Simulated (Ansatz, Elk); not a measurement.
# ScSn2Pt2: X-ray structure factors from the self-consistent density

Structure refinements treat a crystal as free atoms side by side. For a made-up structure of ScSn2Pt2 (cell and positions from a r2SCAN relaxation) the runs below show what the calculated density changes in F(hkl).

Calculated with Elk 11.2.3 (patched build); DFT, PBE, all-electron APW+lo, Dirac cores, scalar-relativistic bands, static density, no spin.

This account leaves out most program logs.

The structure was built from a prototype and need not be the compound's stable phase.

## 1. The structure

Symmetry: I4/mmm, No. 139, tetragonal system. The conventional cell has a = 4.482 Å, b = 4.482 Å, c = 10.720 Å, α = 90.00°, β = 90.00°, γ = 90.00°. Pt has 4 Sn at 2.61 Å and 4 Pt at 3.17 Å and 4 Sc at 3.49 Å nearest. Sn has 4 Pt at 2.61 Å and 1 Sn at 2.69 Å and 4 Sc at 3.44 Å nearest. Nearest to Sc lie 8 Sn at 3.44 Å and 8 Pt at 3.49 Å. Farther neighbours are not listed.

## 2. Ground state and structure factors

An all-electron density is needed, since X-rays see the cores too. Task 0 finds the density and task 195 Fourier-transforms it; tshift is off so that phases refer to the origin typed.

elk.in reads:

```
tasks
  0
  195

xctype
  20

spinpol
  .false.

rgkmax
  7.0

gmaxvr
  14.0

lmaxo
  7

lmaxapw
  8

swidth
  0.002

tshift
  .false.

ramdisk
  .false.

hmaxvr
  5.5

maxscl
  120

epspot
  1e-06

sppath
  './'

avec
  -4.23444069514 4.23444069514 10.12902887493
  4.23444069514 -4.23444069514 10.12902887493
  4.23444069514 4.23444069514 -10.12902887493

atoms
  3
  'Pt.in'
  2
  0.2500000000 0.7500000000 0.5000000000   0.000000 0.000000 0.000000
  0.7500000000 0.2500000000 0.5000000000   0.000000 0.000000 0.000000
  'Sn.in'
  2
  0.6256094051 0.6256094051 0.0000000000   0.000000 0.000000 0.000000
  0.3743905949 0.3743905949 -0.0000000000   0.000000 0.000000 0.000000
  'Sc.in'
  1
  0.0000000000 0.0000000000 -0.0000000000   0.000000 0.000000 0.000000

ngridk
  7 7 7
```

Launch:

```
OMP_NUM_THREADS=4 elk
```

The job ended after 53 s (4 threads of Intel Xeon Platinum 8559C (Emerald Rapids), shared host; peak memory 0.33 GiB; 2.8 min of CPU time).

SFACRHO.OUT:

```text

h k l indices transformed by vhmat matrix:
   1.000000000       0.000000000       0.000000000    
   0.000000000       1.000000000       0.000000000    
   0.000000000       0.000000000       1.000000000    

      h      k      l  multipl.   |H|            Re(F)            Im(F)           |F|

      0      0      0      1   0.0000000       277.00000      0.32506156E-15   277.00000    
      1      1     -1      2  0.62031468      -131.19962      0.45390105E-13   131.19962    
     -1      0      0      8  0.80413593      -46.009178     -0.20160170E-13   46.009178    
      1     -1      0      4   1.0492254      -37.318567     -0.75989094E-15   37.318567    
      1      2     -2      8   1.1900484       75.009114     -0.25197955E-13   75.009114    
     -1     -1      2      8   1.2188783       149.88780      0.85793722E-13   149.88780    
     -2     -2      2      2   1.2406294       67.643062      0.14289581E-13   67.643062    
     -1      1     -1      4   1.4838289       220.60069     -0.36713921E-13   220.60069    
      0     -2      0      8   1.6082719      -112.07525      0.30237040E-13   112.07525    
     -2     -2      1      8   1.6248185      -186.58788     -0.51816920E-13   186.58788    
      1     -2      1     16   1.6877152      -38.784261     -0.15140050E-13   38.784261    
      3      2     -3      8   1.7191208       64.630443      0.33297323E-17   64.630443    
      3      3     -3      2   1.8609440      -105.13231     -0.45356300E-13   105.13231    
      3      0     -1     16   1.9020944       63.451858     -0.25216998E-13   63.451858    
      3      1     -3      8   1.9341430       60.463122      0.71526997E-15   60.463122    
      2     -2      0      4   2.0984509       194.76662     -0.15031183E-14   194.76662    
     -3     -3      4      8   2.1363489       127.51804     -0.55422718E-13   127.51804    
     -3      1      1      8   2.1882154      -101.65300      0.14118045E-12   101.65300
```

Elk indexes on the primitive cell of elk.in and gives |H| = 4π sin θ/λ in inverse bohr. Below, one row stands for each form hkl of the conventional cell (m members, Friedel mates merged), F is for one primitive cell and the density is static (no thermal factor). Free-atom factors are Waasmaier and Kirfel's, and R is Σm||F|−|F'||/Σm|F|.

```csv
hkl,m,sin θ/λ (Å⁻¹),"abs F, DFT",neutral atoms,diff.
002,2,0.093,131.200,131.262,-0.062
101,8,0.121,46.009,45.922,+0.087
110,4,0.158,37.319,37.357,-0.039
103,8,0.179,75.009,75.188,-0.178
112,8,0.183,149.888,150.265,-0.377
004,2,0.187,67.643,68.084,-0.440
200,4,0.223,220.601,221.261,-0.660
202,8,0.242,112.075,112.547,-0.472
114,8,0.244,186.588,187.185,-0.597
211,16,0.254,38.784,38.851,-0.066
105,8,0.259,64.630,64.804,-0.173
006,2,0.280,105.132,105.573,-0.441
213,16,0.286,63.452,63.582,-0.130
204,8,0.291,60.463,60.672,-0.208
220,4,0.316,194.767,195.036,-0.269
116,8,0.321,127.518,127.651,-0.133
222,8,0.329,101.653,101.899,-0.246
301,8,0.338,34.884,34.816,+0.068
```

## 3. The highest occupied states alone

An energy window below the Fermi level keeps the highest occupied states, to see at which angles they scatter; shallow core shells can lie inside it and anion s states outside. No new self-consistency is needed.

elk.in, as its differences from that of step 2:

```diff
@@ -1,3 +1,2 @@
 tasks
-  0
   195
@@ -40,2 +39,5 @@
 
+wsfac
+  -0.072480 0.595010
+
 sppath
```

Launch:

```
OMP_NUM_THREADS=4 elk
```

Elapsed: 11 s, on 4 threads; peak memory 0.17 GiB.

States within 10 eV below the Fermi level hold 30.55 electrons; any levels below the window count with the cores, and a count that is not whole means the window cuts a band. Their amplitudes can exceed the total, where window and core parts have opposite phase:

| hkl | sin θ/λ (Å⁻¹) | abs F, window | abs F, all |
| --- | --- | --- | --- |
| 002 | 0.093 | 14.092 | 131.200 |
| 101 | 0.121 | 1.199 | 46.009 |
| 110 | 0.158 | 8.154 | 37.319 |
| 103 | 0.179 | 0.881 | 75.009 |
| 112 | 0.183 | 8.248 | 149.888 |
| 004 | 0.187 | 7.153 | 67.643 |
| 200 | 0.223 | 5.416 | 220.601 |
| 202 | 0.242 | 3.925 | 112.075 |
| 114 | 0.244 | 3.675 | 186.588 |
| 211 | 0.254 | 0.319 | 38.784 |

## 4. Another functional

The difference from free atoms is small, so it is set against the change that LDA (Perdew-Wang) makes.

elk.in, as its differences from that of step 3:

```diff
@@ -1,2 +1,3 @@
 tasks
+  0
   195
@@ -4,3 +5,3 @@
 xctype
-  20
+  3
 
@@ -39,5 +40,2 @@
 
-wsfac
-  -0.072480 0.595010
-
 sppath
```

Launch:

```
OMP_NUM_THREADS=4 elk
```

Wall time 31 s (4 threads); peak memory 0.23 GiB; 96 s of CPU time.

Against the first run R = 0.02 %; the largest change is -0.063 at 220.

## 5. Basis size

The basis and the expansions that go with it are enlarged, to see whether the differences are converged.

elk.in, as its differences from that of step 4:

```diff
@@ -5,3 +5,3 @@
 xctype
-  3
+  20
 
@@ -11,12 +11,12 @@
 rgkmax
-  7.0
+  8.5
 
 gmaxvr
-  14.0
+  18.0
 
 lmaxo
-  7
+  9
 
 lmaxapw
-  8
+  10
```

Launch:

```
OMP_NUM_THREADS=4 elk
```

The job ended after 2 min (4 threads; peak memory 0.57 GiB; 6.3 min of CPU time).

Against the first run R = 0.01 %; the largest change is -0.032 at 008.

## 6. Settings against the effect

| run | R against the first run (%) | R against neutral atoms, low angle (%) | wall time |
| --- | --- | --- | --- |
| PBE, rgkmax 7 | 0.00 | 0.28 | 53 s |
| LDA (Perdew-Wang) | 0.02 | 0.29 | 31 s |
| rgkmax 8.5 with larger expansions | 0.01 | 0.27 | 2 min |

## 7. Outcome

```
R against neutral atoms, sin θ/λ < 0.3 Å⁻¹ : 0.28 %
R against neutral atoms, 0.3 to 0.76 Å⁻¹   : 0.13 %
```

Independent neutral atoms miss the calculated amplitudes by R = 0.28 % below 0.3 Å⁻¹ and 0.13 % from there to 0.76 Å⁻¹; by shells, 0.13 % below 0.15 Å⁻¹ (2 forms), 0.29 % 0.15 to 0.3 (12 forms), 0.10 % 0.3 to 0.45 (22 forms), 0.14 % above 0.45 (113 forms). Bonding, aspherical density and the tables' own atoms all enter these figures, and the runs don't part them. The largest change of an amplitude is -0.66 electrons, at 200. The window's part falls from 30.6 electrons at the origin to at most 0.66 between 0.45 and 0.76 Å⁻¹. Below 0.3 Å⁻¹ the changes that finished (LDA (Perdew-Wang) and rgkmax 8.5 with larger expansions) move F by R = 0.02 % at most, against the 0.28 % that separates it from free atoms. The k-mesh has no finished test. Spin-orbit coupling is left out, which can matter for elements this heavy. Part of the difference isn't bonding: the tables are fits to free atoms and ions calculated by other methods than this functional. Thermal motion, anomalous dispersion and extinction are left out.

[Logs are printed without paths, hosts, clocks, repeated set-up lines and the standing remarks that a program may print on its own settings, such as how far it seeks lower states.]

[Hosts, paths, dates, database ids (printed as entryN), source tags and the programs' standing remarks are cut or masked in the printed files.]
